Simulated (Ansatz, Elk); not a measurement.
# How far do independent atoms describe BiB2?

The structure of BiB2 used here is made up (a known structure type with other elements) and was relaxed beforehand with PBE. The aim is the Fourier transform of its all-electron density, F(hkl), set beside the sum over free spherical atoms that refinements use.

Calculated with Elk 11.2.3 (patched build); DFT, PBE, all-electron APW+lo, Dirac cores, scalar-relativistic bands, static density, no spin.

The structure was built from a prototype and need not be the compound's stable phase.

## Step 1: Set-up

Symmetry: P6/mmm, No. 191, hexagonal system. Conventional cell: a = 3.189 Å, b = 3.189 Å, c = 4.767 Å, α = 90.00°, β = 90.00°, γ = 120.00°. Nearest to Bi lie 12 B at 3.01 Å and 6 Bi at 3.19 Å. B has 3 B at 1.84 Å and 6 Bi at 3.01 Å nearest. Farther neighbours are not listed.

## Step 2: Ground state and structure factors

An all-electron density is needed, since X-rays see the cores too. Task 0 finds the density and task 195 Fourier-transforms it; tshift is off so that phases refer to the origin typed.

The input, elk.in:

```
tasks
  0
  195

xctype
  20

spinpol
  .false.

rgkmax
  7.0

gmaxvr
  14.0

lmaxo
  7

lmaxapw
  8

swidth
  0.002

tshift
  .false.

ramdisk
  .false.

hmaxvr
  5.5

maxscl
  120

epspot
  1e-06

sppath
  './'

avec
  6.02561315909 0.00000000000 0.00000000000
  -3.01280657955 5.21833406915 0.00000000000
  0.00000000000 0.00000000000 9.00747740308

atoms
  2
  'Bi.in'
  1
  0.0000000000 -0.0000000000 0.0000000000   0.000000 0.000000 0.000000
  'B.in'
  2
  0.6666666667 0.3333333333 0.5000000000   0.000000 0.000000 0.000000
  0.3333333333 0.6666666667 0.5000000000   0.000000 0.000000 0.000000

ngridk
  8 8 5
```

Command:

```bash
OMP_NUM_THREADS=4 elk
```

Numbers of over 12 decimals in the logs are rounded to 6 here.

What it wrote:

```text
┌─────────────────────────┐
│ Elk code version 11.2.3 │
└─────────────────────────┘

All units are atomic (Hartree, Bohr, etc.)

┌─────────────────────────────────────────────────┐
│ Ground-state run starting from atomic densities │
└─────────────────────────────────────────────────┘

Lattice vectors :
   6.025613159       0.000000000       0.000000000
  -3.012806580       5.218334069       0.000000000
   0.000000000       0.000000000       9.007477403

Reciprocal lattice vectors :
   1.042746214      0.6020298072      -0.000000000
   0.000000000       1.204059614       0.000000000
   0.000000000      -0.000000000      0.6975521587

Unit cell volume      :    283.2280789
Brillouin zone volume :   0.8757966881

Muffin-tin inner radius fraction :   0.1000000000E-01

Nuclei treated as point charges

Species : 1 (Bi)
 parameters loaded from : Bi.in
 name : bismuth
 nuclear charge    :   -83.00000000
 electronic charge :    83.00000000
 atomic mass :    380947.9285
 muffin-tin radius :    2.800000000
 number of radial points in muffin-tin :   1393
 inner part over the whole radius :   0.9976520004E-02
 number on inner part of muffin-tin    :   1001
 approximate nuclear radius :   0.1052171418E-03
 number of mesh points to nuclear radius :    526
 atomic positions (lattice), magnetic fields (Cartesian) :
  1 :   0.00000000  0.00000000  0.00000000    0.00000000  0.00000000  0.00000000

Species : 2 (B)
 parameters loaded from : B.in
 name : boron
 nuclear charge    :   -5.000000000
 electronic charge :    5.000000000
 atomic mass :    19707.24742
 muffin-tin radius :    1.714444690
 number of radial points in muffin-tin :    593
 inner part over the whole radius :   0.9868345341E-02
 number on inner part of muffin-tin    :    404
 approximate nuclear radius :   0.4534157419E-04
 number of mesh points to nuclear radius :    162
 atomic positions (lattice), magnetic fields (Cartesian) :
  1 :  -0.33333333  0.33333333  0.50000000    0.00000000  0.00000000  0.00000000
  2 :   0.33333333 -0.33333333  0.50000000    0.00000000  0.00000000  0.00000000

Total number of atoms per unit cell :    3
Total muffin-tin volume :    134.1694852
 ratio of muffin-tin to unit cell volume :   0.4737153382

Spin treatment :
 spin-unpolarised

Number of Bravais lattice symmetries :   24
Number of crystal symmetries         :   24
Crystal has inversion symmetry
Real symmetric eigensolver will be used

k-point grid :      8     8     5
k-point offset :    0.000000000       0.000000000       0.000000000
k-point set is reduced with full crystal symmetry group
Total number of k-points :       30

Muffin-tin radius times maximum |G+k| :    7.000000000
 using average radius
Maximum |G+k| for APW functions       :    3.371387533
Maximum (1/2)|G+k|²                   :    5.683126950
Maximum |G| for potential and density :    14.00000000
Constant for pseudocharge density :   10
 order of it for each species :   17  17
 order of it for pair densities of each species (exact exchange by exxq0 0: 18) :   17   5
Radial integration step length :    1

G-vector grid sizes :     27    27    42
Number of G-vectors :    13151

Maximum angular momentum used for
 APW functions            :    8
 outer part of muffin-tin :    7
 inner part of muffin-tin :    2

Total nuclear charge    :   -93.00000000
Total core charge       :    72.00000000
Total valence charge    :    21.00000000
Total excess charge     :    0.000000000
Total electronic charge :    93.00000000

Effective Wigner radius, rₛ :   0.8991971386

Number of empty states         :     12
Total number of valence states :     23
Total number of core states    :     72

Third-order local-orbitals added for an l without core states : T
Total number of local-orbitals :     29

Exchange-correlation functional :     20     0     0
 Perdew-Burke-Ernzerhof, Phys. Rev. Lett. 77, 3865 (1996)
 gradient requirement :    1
 generalised gradient approximation (GGA)

Smearing type :    3
 Fermi-Dirac
Smearing width :   0.2000000000E-02
[...]
correlation                 :     -5.471804
 electron entropic           :    -0.39528852639884E-03
 total energy                :     -21635.337037953

Density of states at Fermi energy :    33.20686880
 (states/Hartree/unit cell)

Estimated indirect band gap :   0.1531531354E-02
 from k-point 8 to k-point 17
Estimated direct band gap   :   0.6817494735E-02
 at k-point 15

Charges :
 core                        :    72.00000000
 valence                     :    21.00000000
 interstitial                :    4.429227524
 muffin-tins (core leakage)
  species : 1 (Bi)
   atom 1                    :    80.61955013     (  0.7193150876E-03)
  species : 2 (B)
   atom 1                    :    3.975611174     (  0.1202979515E-03)
   atom 2                    :    3.975611174     (  0.1202979515E-03)
 total in muffin-tins        :    88.57077248
 total calculated charge     :    92.99877809
 total charge                :    93.00000000
 error                       :   0.1221909361E-02

RMS change in Kohn-Sham potential (target) :    3.537963516     (  0.1000000000E-05)
Absolute change in total energy (target)   :    3.392489957     (  0.1000000000E-03)

[... loops 3 to 15 left out ...]

┌──────────────────┐
│ Loop number : 16 │
└──────────────────┘

Energies :
 Fermi                       :     0.316788
 sum of occupied eigenvalues :     -13392.581721495
 electron kinetic            :      25295.709040449
 core electron kinetic       :      25141.339841356
 Coulomb                     :     -46520.061650362
 Coulomb potential           :     -38155.996475505
 nuclear-nuclear             :     -1512.0952582196
 electron-nuclear            :     -51883.310790325
 Hartree                     :      6875.3443981829
 Madelung                    :     -27442.063412609
 xc potential                :     -532.29428643871
 exchange                    :     -401.33786098712
 correlation                 :     -5.485768
 electron entropic           :    -0.55370854454489E-03
 total energy                :     -21631.176792607

Density of states at Fermi energy :    46.55883761
 (states/Hartree/unit cell)

Estimated indirect band gap :   0.4236897031E-03
 from k-point 2 to k-point 15
Estimated direct band gap   :   0.2229428080E-01
 at k-point 22

Charges :
 core                        :    72.00000000
 valence                     :    21.00000000
 interstitial                :    4.422312023
 muffin-tins (core leakage)
  species : 1 (Bi)
[...]
species : 2 (B)
[...]
total in muffin-tins        :    88.57768798
 total calculated charge     :    92.99888021
 total charge                :    93.00000000
 error                       :   0.1119789076E-02

RMS change in Kohn-Sham potential (target) :   0.4670893148E-06 (  0.1000000000E-05)
Absolute change in total energy (target)   :   0.9824537847E-04 (  0.1000000000E-03)

Convergence targets achieved

┌──────────────────┐
│ Loop number : 17 │
└──────────────────┘

Energies :
 Fermi                       :     0.316788
 sum of occupied eigenvalues :     -13392.581719119
 electron kinetic            :      25295.709044284
 core electron kinetic       :      25141.339843575
 Coulomb                     :     -46520.061653321
 Coulomb potential           :     -38155.996470751
 nuclear-nuclear             :     -1512.0952582196
 electron-nuclear            :     -51883.310800643
 Hartree                     :      6875.3444055407
 Madelung                    :     -27442.063417946
 xc potential                :     -532.29429265219
 exchange                    :     -401.33786103751
 correlation                 :     -5.485768
 electron entropic           :    -0.55370805520058E-03
 total energy                :     -21631.176791789

Density of states at Fermi energy :    46.55879045
 (states/Hartree/unit cell)

Estimated indirect band gap :   0.4236483877E-03
 from k-point 2 to k-point 15
Estimated direct band gap   :   0.2229428519E-01
 at k-point 22

Charges :
 core                        :    72.00000000
 valence                     :    21.00000000
 interstitial                :    4.422312086
 muffin-tins (core leakage)
  species : 1 (Bi)
   atom 1                    :    81.23040937     (  0.6791459119E-03)
  species : 2 (B)
   atom 1                    :    3.673639273     (  0.1218979435E-03)
   atom 2                    :    3.673639273     (  0.1218979435E-03)
 total in muffin-tins        :    88.57768791
 total calculated charge     :    92.99888021
 total charge                :    93.00000000
 error                       :   0.1119789110E-02

┌──────────────────────────────┐
│ Self-consistent loop stopped │
└──────────────────────────────┘

Warning : core states of species 1 leak from the muffin-tin :   0.6791459119E-03

Warning : core states of species 2 leak from the muffin-tin :   0.1218979435E-03

Wrote STATE.OUT
```

Run time: 9.8 s. Hardware: 4 threads of Arm Neoverse V2, shared host; peak memory 0.16 GiB; 24 s of CPU time.

SFACRHO.OUT:

```text

h k l indices transformed by vhmat matrix:
   1.000000000       0.000000000       0.000000000    
   0.000000000       1.000000000       0.000000000    
   0.000000000       0.000000000       1.000000000    

      h      k      l  multipl.   |H|            Re(F)            Im(F)           |F|

      0      0      0      1   0.0000000       92.999999      0.22271963E-16   92.999999    
      0      0     -1      2  0.69755216       69.580046      0.16691535E-14   69.580046    
      0      1      0      6   1.2040596       68.596565      0.73698360E-15   68.596565    
      0     -1     -1     12   1.3915238       72.136666      0.49132240E-15   72.136666    
      0      0      2      2   1.3951043       75.077045      0.31031171E-14   75.077045    
     -1      0     -2     12   1.8428444       61.953801      0.12283060E-14   61.953801    
      1      1      0      6   2.0854924       65.089169     -0.25419098E-14   65.089169    
      0      0      3      2   2.0926565       57.275917     -0.58974732E-14   57.275917    
     -1     -1     -1     12   2.1990584       56.639504     -0.12238025E-14   56.639504    
      2      0      0      6   2.4081192       56.499267      0.14739672E-14   56.499267    
      1     -1      3     12   2.4143261       59.845573      0.19652896E-14   59.845573    
     -2      0     -1     12   2.5071133       58.632200      0.49132240E-15   58.632200    
      2     -1     -2     12   2.5091024       60.478218     -0.40011299E-14   60.478218    
      2     -2     -2     12   2.7830477       52.833387      0.19652896E-14   52.833387    
      0      0     -4      2   2.7902086       57.805601     -0.46026916E-14   57.805601    
      1     -2      3     12   2.9544018       49.572479     -0.18290241E-14   49.572479    
     -1      0     -4     12   3.0389182       50.411098      0.49132240E-15   50.411098    
      3     -1      0     12   3.1856423       49.257493      0.17196284E-14   49.257493
```

Elk indexes on the primitive cell of elk.in and gives |H| = 4π sin θ/λ in inverse bohr. Below, one row stands for each form hkl of the conventional cell (m members, Friedel mates merged), F is for one primitive cell and the density is static (no thermal factor). Free-atom factors are Waasmaier and Kirfel's, and R is Σm||F|−|F'||/Σm|F|.

```csv
hkl,m,sin θ/λ (Å⁻¹),"abs F, DFT",neutral atoms,diff.
001,2,0.105,69.580,70.085,-0.505
100,6,0.181,68.597,68.857,-0.260
101,12,0.209,72.137,72.056,+0.081
002,2,0.210,75.077,74.607,+0.470
102,12,0.277,61.954,62.030,-0.076
110,6,0.314,65.089,65.273,-0.184
003,2,0.315,57.276,57.520,-0.244
111,12,0.331,56.639,56.498,+0.141
200,6,0.362,56.499,56.284,+0.215
103,12,0.363,59.846,59.748,+0.098
201,12,0.377,58.632,58.785,-0.152
112,12,0.377,60.478,60.492,-0.013
202,12,0.418,52.833,52.756,+0.077
004,2,0.420,57.806,57.625,+0.181
113,12,0.444,49.572,49.627,-0.055
104,12,0.457,50.411,50.502,-0.091
210,12,0.479,49.258,49.269,-0.011
203,12,0.480,52.295,52.340,-0.044
211,24,0.490,51.724,51.733,-0.009
212,24,0.523,46.934,46.946,-0.012
114,12,0.524,51.413,51.395,+0.019
005,2,0.524,45.259,45.373,-0.113
```

## Step 3: The highest occupied states alone

An energy window below the Fermi level keeps the highest occupied states, to see at which angles they scatter; shallow core shells can lie inside it and anion s states outside. No new self-consistency is needed.

elk.in, as its differences from that of step 2:

```diff
@@ -1,3 +1,2 @@
 tasks
-  0
   195
@@ -40,2 +39,5 @@
 
+wsfac
+  -0.124200 0.616790
+
 sppath
```

Command:

```bash
OMP_NUM_THREADS=4 elk
```

What it wrote:

```text
┌─────────────────────────────────┐
│ Elk code version 11.2.3 started │
└─────────────────────────────────┘

Info(readinput): the functional depends on the density's gradient
 muffin-tin radial points multiplied by    2.00000
 (not where nrmtscf is given)

┌────────────────────┐
│ Current task : 195 │
└────────────────────┘
Info(checkmt): changed muffin-tin radius of species 2 (B) from   1.8000 to   1.7144

Info(sfacrho): density structure factors written to SFACRHO.OUT

 Energy window :  -0.1242000000      0.6167900000

┌──────────────────┐
│ Elk code stopped │
└──────────────────┘
```

Run time: 3.2 s. Hardware: 4 threads; peak memory 0.17 GiB.

States within 12 eV below the Fermi level hold 9.99 electrons; any levels below the window count with the cores. Their amplitudes can exceed the total, where window and core parts have opposite phase:

```csv
hkl,sin θ/λ (Å⁻¹),"abs F, window","abs F, all"
001,0.105,2.372,69.580
100,0.181,0.672,68.597
101,0.209,0.988,72.137
002,0.210,2.020,75.077
102,0.277,0.421,61.954
110,0.314,0.055,65.089
003,0.315,0.592,57.276
111,0.331,0.102,56.639
200,0.362,0.137,56.499
103,0.363,0.070,59.846
```

## Step 4: Another functional

The difference from free atoms is small, so it is set against the change that PBEsol makes.

elk.in, as its differences from that of step 3:

```diff
@@ -1,2 +1,3 @@
 tasks
+  0
   195
@@ -4,3 +5,3 @@
 xctype
-  20
+  22
 
@@ -39,5 +40,2 @@
 
-wsfac
-  -0.124200 0.616790
-
 sppath
```

Command:

```bash
OMP_NUM_THREADS=4 elk
```

What it wrote:

```text
┌─────────────────────────┐
│ Elk code version 11.2.3 │
└─────────────────────────┘

All units are atomic (Hartree, Bohr, etc.)

┌─────────────────────────────────────────────────┐
│ Ground-state run starting from atomic densities │
└─────────────────────────────────────────────────┘

Lattice vectors :
   6.025613159       0.000000000       0.000000000
  -3.012806580       5.218334069       0.000000000
   0.000000000       0.000000000       9.007477403

Reciprocal lattice vectors :
   1.042746214      0.6020298072      -0.000000000
[...]
species : 2 (B)
   atom 1                    :    3.662541309     (  0.1264137548E-03)
   atom 2                    :    3.662541309     (  0.1264137548E-03)
 total in muffin-tins        :    88.56598397
 total calculated charge     :    92.99886834
 total charge                :    93.00000000
 error                       :   0.1131656334E-02

┌──────────────────────────────┐
│ Self-consistent loop stopped │
└──────────────────────────────┘

Warning : core states of species 1 leak from the muffin-tin :   0.6852576402E-03

Warning : core states of species 2 leak from the muffin-tin :   0.1264137548E-03

Wrote STATE.OUT
[key lines of the parts left out:]
total energy                :     -21625.219936281
```

It took 9.8 s on 4 threads; peak memory 0.17 GiB; 24 s of CPU time.

Against the first run R = 0.01 %; the largest change is -0.032 at 002.

## Step 5: Basis size

The basis and the expansions that go with it are enlarged, to see whether the differences are converged.

elk.in, as its differences from that of step 4:

```diff
@@ -5,3 +5,3 @@
 xctype
-  22
+  20
 
@@ -11,12 +11,12 @@
 rgkmax
-  7.0
+  8.5
 
 gmaxvr
-  14.0
+  18.0
 
 lmaxo
-  7
+  9
 
 lmaxapw
-  8
+  10
```

Command:

```bash
OMP_NUM_THREADS=4 elk
```

What it wrote:

```text
┌─────────────────────────┐
│ Elk code version 11.2.3 │
└─────────────────────────┘

All units are atomic (Hartree, Bohr, etc.)

┌─────────────────────────────────────────────────┐
│ Ground-state run starting from atomic densities │
└─────────────────────────────────────────────────┘

Lattice vectors :
   6.025613159       0.000000000       0.000000000
  -3.012806580       5.218334069       0.000000000
   0.000000000       0.000000000       9.007477403

Reciprocal lattice vectors :
   1.042746214      0.6020298072      -0.000000000
[...]
species : 2 (B)
   atom 1                    :    3.676127933     (  0.1219525982E-03)
   atom 2                    :    3.676127933     (  0.1219525982E-03)
 total in muffin-tins        :    88.58297567
 total calculated charge     :    92.99909939
 total charge                :    93.00000000
 error                       :   0.9006140578E-03

┌──────────────────────────────┐
│ Self-consistent loop stopped │
└──────────────────────────────┘

Warning : core states of species 1 leak from the muffin-tin :   0.6791817678E-03

Warning : core states of species 2 leak from the muffin-tin :   0.1219525982E-03

Wrote STATE.OUT
[key lines of the parts left out:]
total energy                :     -21631.178216292
```

Wall time 22 s (4 threads); peak memory 0.2 GiB.

Against the first run R = 0.00 %; the largest change is +0.003 at 301.

## Step 6: Basis size

A smaller basis shows how fast F responds to it; the change is likely larger than the basis error of the first run, but doesn't show convergence.

elk.in, as its differences from that of step 5:

```diff
@@ -11,12 +11,12 @@
 rgkmax
-  8.5
+  5.5
 
 gmaxvr
-  18.0
+  14.0
 
 lmaxo
-  9
+  7
 
 lmaxapw
-  10
+  8
```

Command:

```bash
OMP_NUM_THREADS=4 elk
```

What it wrote:

```text
┌─────────────────────────┐
│ Elk code version 11.2.3 │
└─────────────────────────┘

All units are atomic (Hartree, Bohr, etc.)

┌─────────────────────────────────────────────────┐
│ Ground-state run starting from atomic densities │
└─────────────────────────────────────────────────┘

Lattice vectors :
   6.025613159       0.000000000       0.000000000
  -3.012806580       5.218334069       0.000000000
   0.000000000       0.000000000       9.007477403

Reciprocal lattice vectors :
   1.042746214      0.6020298072      -0.000000000
[...]
species : 2 (B)
   atom 1                    :    3.654713132     (  0.1215085936E-03)
   atom 2                    :    3.654713132     (  0.1215085936E-03)
 total in muffin-tins        :    88.53786001
 total calculated charge     :    92.99889876
 total charge                :    93.00000000
 error                       :   0.1101237751E-02

┌──────────────────────────────┐
│ Self-consistent loop stopped │
└──────────────────────────────┘

Warning : core states of species 1 leak from the muffin-tin :   0.6796968420E-03

Warning : core states of species 2 leak from the muffin-tin :   0.1215085936E-03

Wrote STATE.OUT
[key lines of the parts left out:]
total energy                :     -21631.159872966
```

It took 8.9 s on 4 threads; peak memory 0.17 GiB; 21 s of CPU time.

Against the first run R = 0.01 %; the largest change is -0.025 at 110.

## Step 7: Settings against the effect

```csv
run,R against the first run (%),"R against neutral atoms, low angle (%)",wall time
"PBE, rgkmax 7",0.00,0.23,9.8 s
PBEsol,0.01,0.22,9.8 s
rgkmax 8.5 with larger expansions,0.00,0.23,22 s
rgkmax 5.5,0.01,0.22,8.9 s
```

## Step 8: What came out

| Quantity | Value |
| --- | --- |
| R against neutral atoms, sin θ/λ < 0.3 Å⁻¹ | 0.23 % |
| R against neutral atoms, 0.3 to 0.82 Å⁻¹ | 0.09 % |

In words: Independent neutral atoms miss the calculated amplitudes by R = 0.23 % below 0.3 Å⁻¹ and 0.09 % from there to 0.82 Å⁻¹; by shells, 0.73 % below 0.15 Å⁻¹ (1 form), 0.20 % 0.15 to 0.3 (4 forms), 0.19 % 0.3 to 0.45 (10 forms), 0.07 % above 0.45 (47 forms). Bonding, aspherical density and the tables' own atoms all enter these figures, and the runs don't part them. The largest change of an amplitude is -0.51 electrons, at 001. The window's part falls from 10.0 electrons at the origin to at most 0.15 between 0.45 and 0.82 Å⁻¹. Below 0.3 Å⁻¹ the changes that finished (PBEsol, rgkmax 8.5 with larger expansions and rgkmax 5.5) move F by R = 0.02 % at most, against the 0.23 % that separates it from free atoms. The k-mesh has no finished test. Spin-orbit coupling is left out, which can matter for elements this heavy. Part of the difference isn't bonding: the tables are fits to free atoms and ions calculated by other methods than this functional. Thermal motion, anomalous dispersion and extinction are left out.

[Logs are printed without paths, hosts, clocks, repeated set-up lines and the standing remarks that a program may print on its own settings, such as how far it seeks lower states.]

[Hosts, paths, dates, database ids (printed as entryN), source tags and the programs' standing remarks are cut or masked in the printed files.]
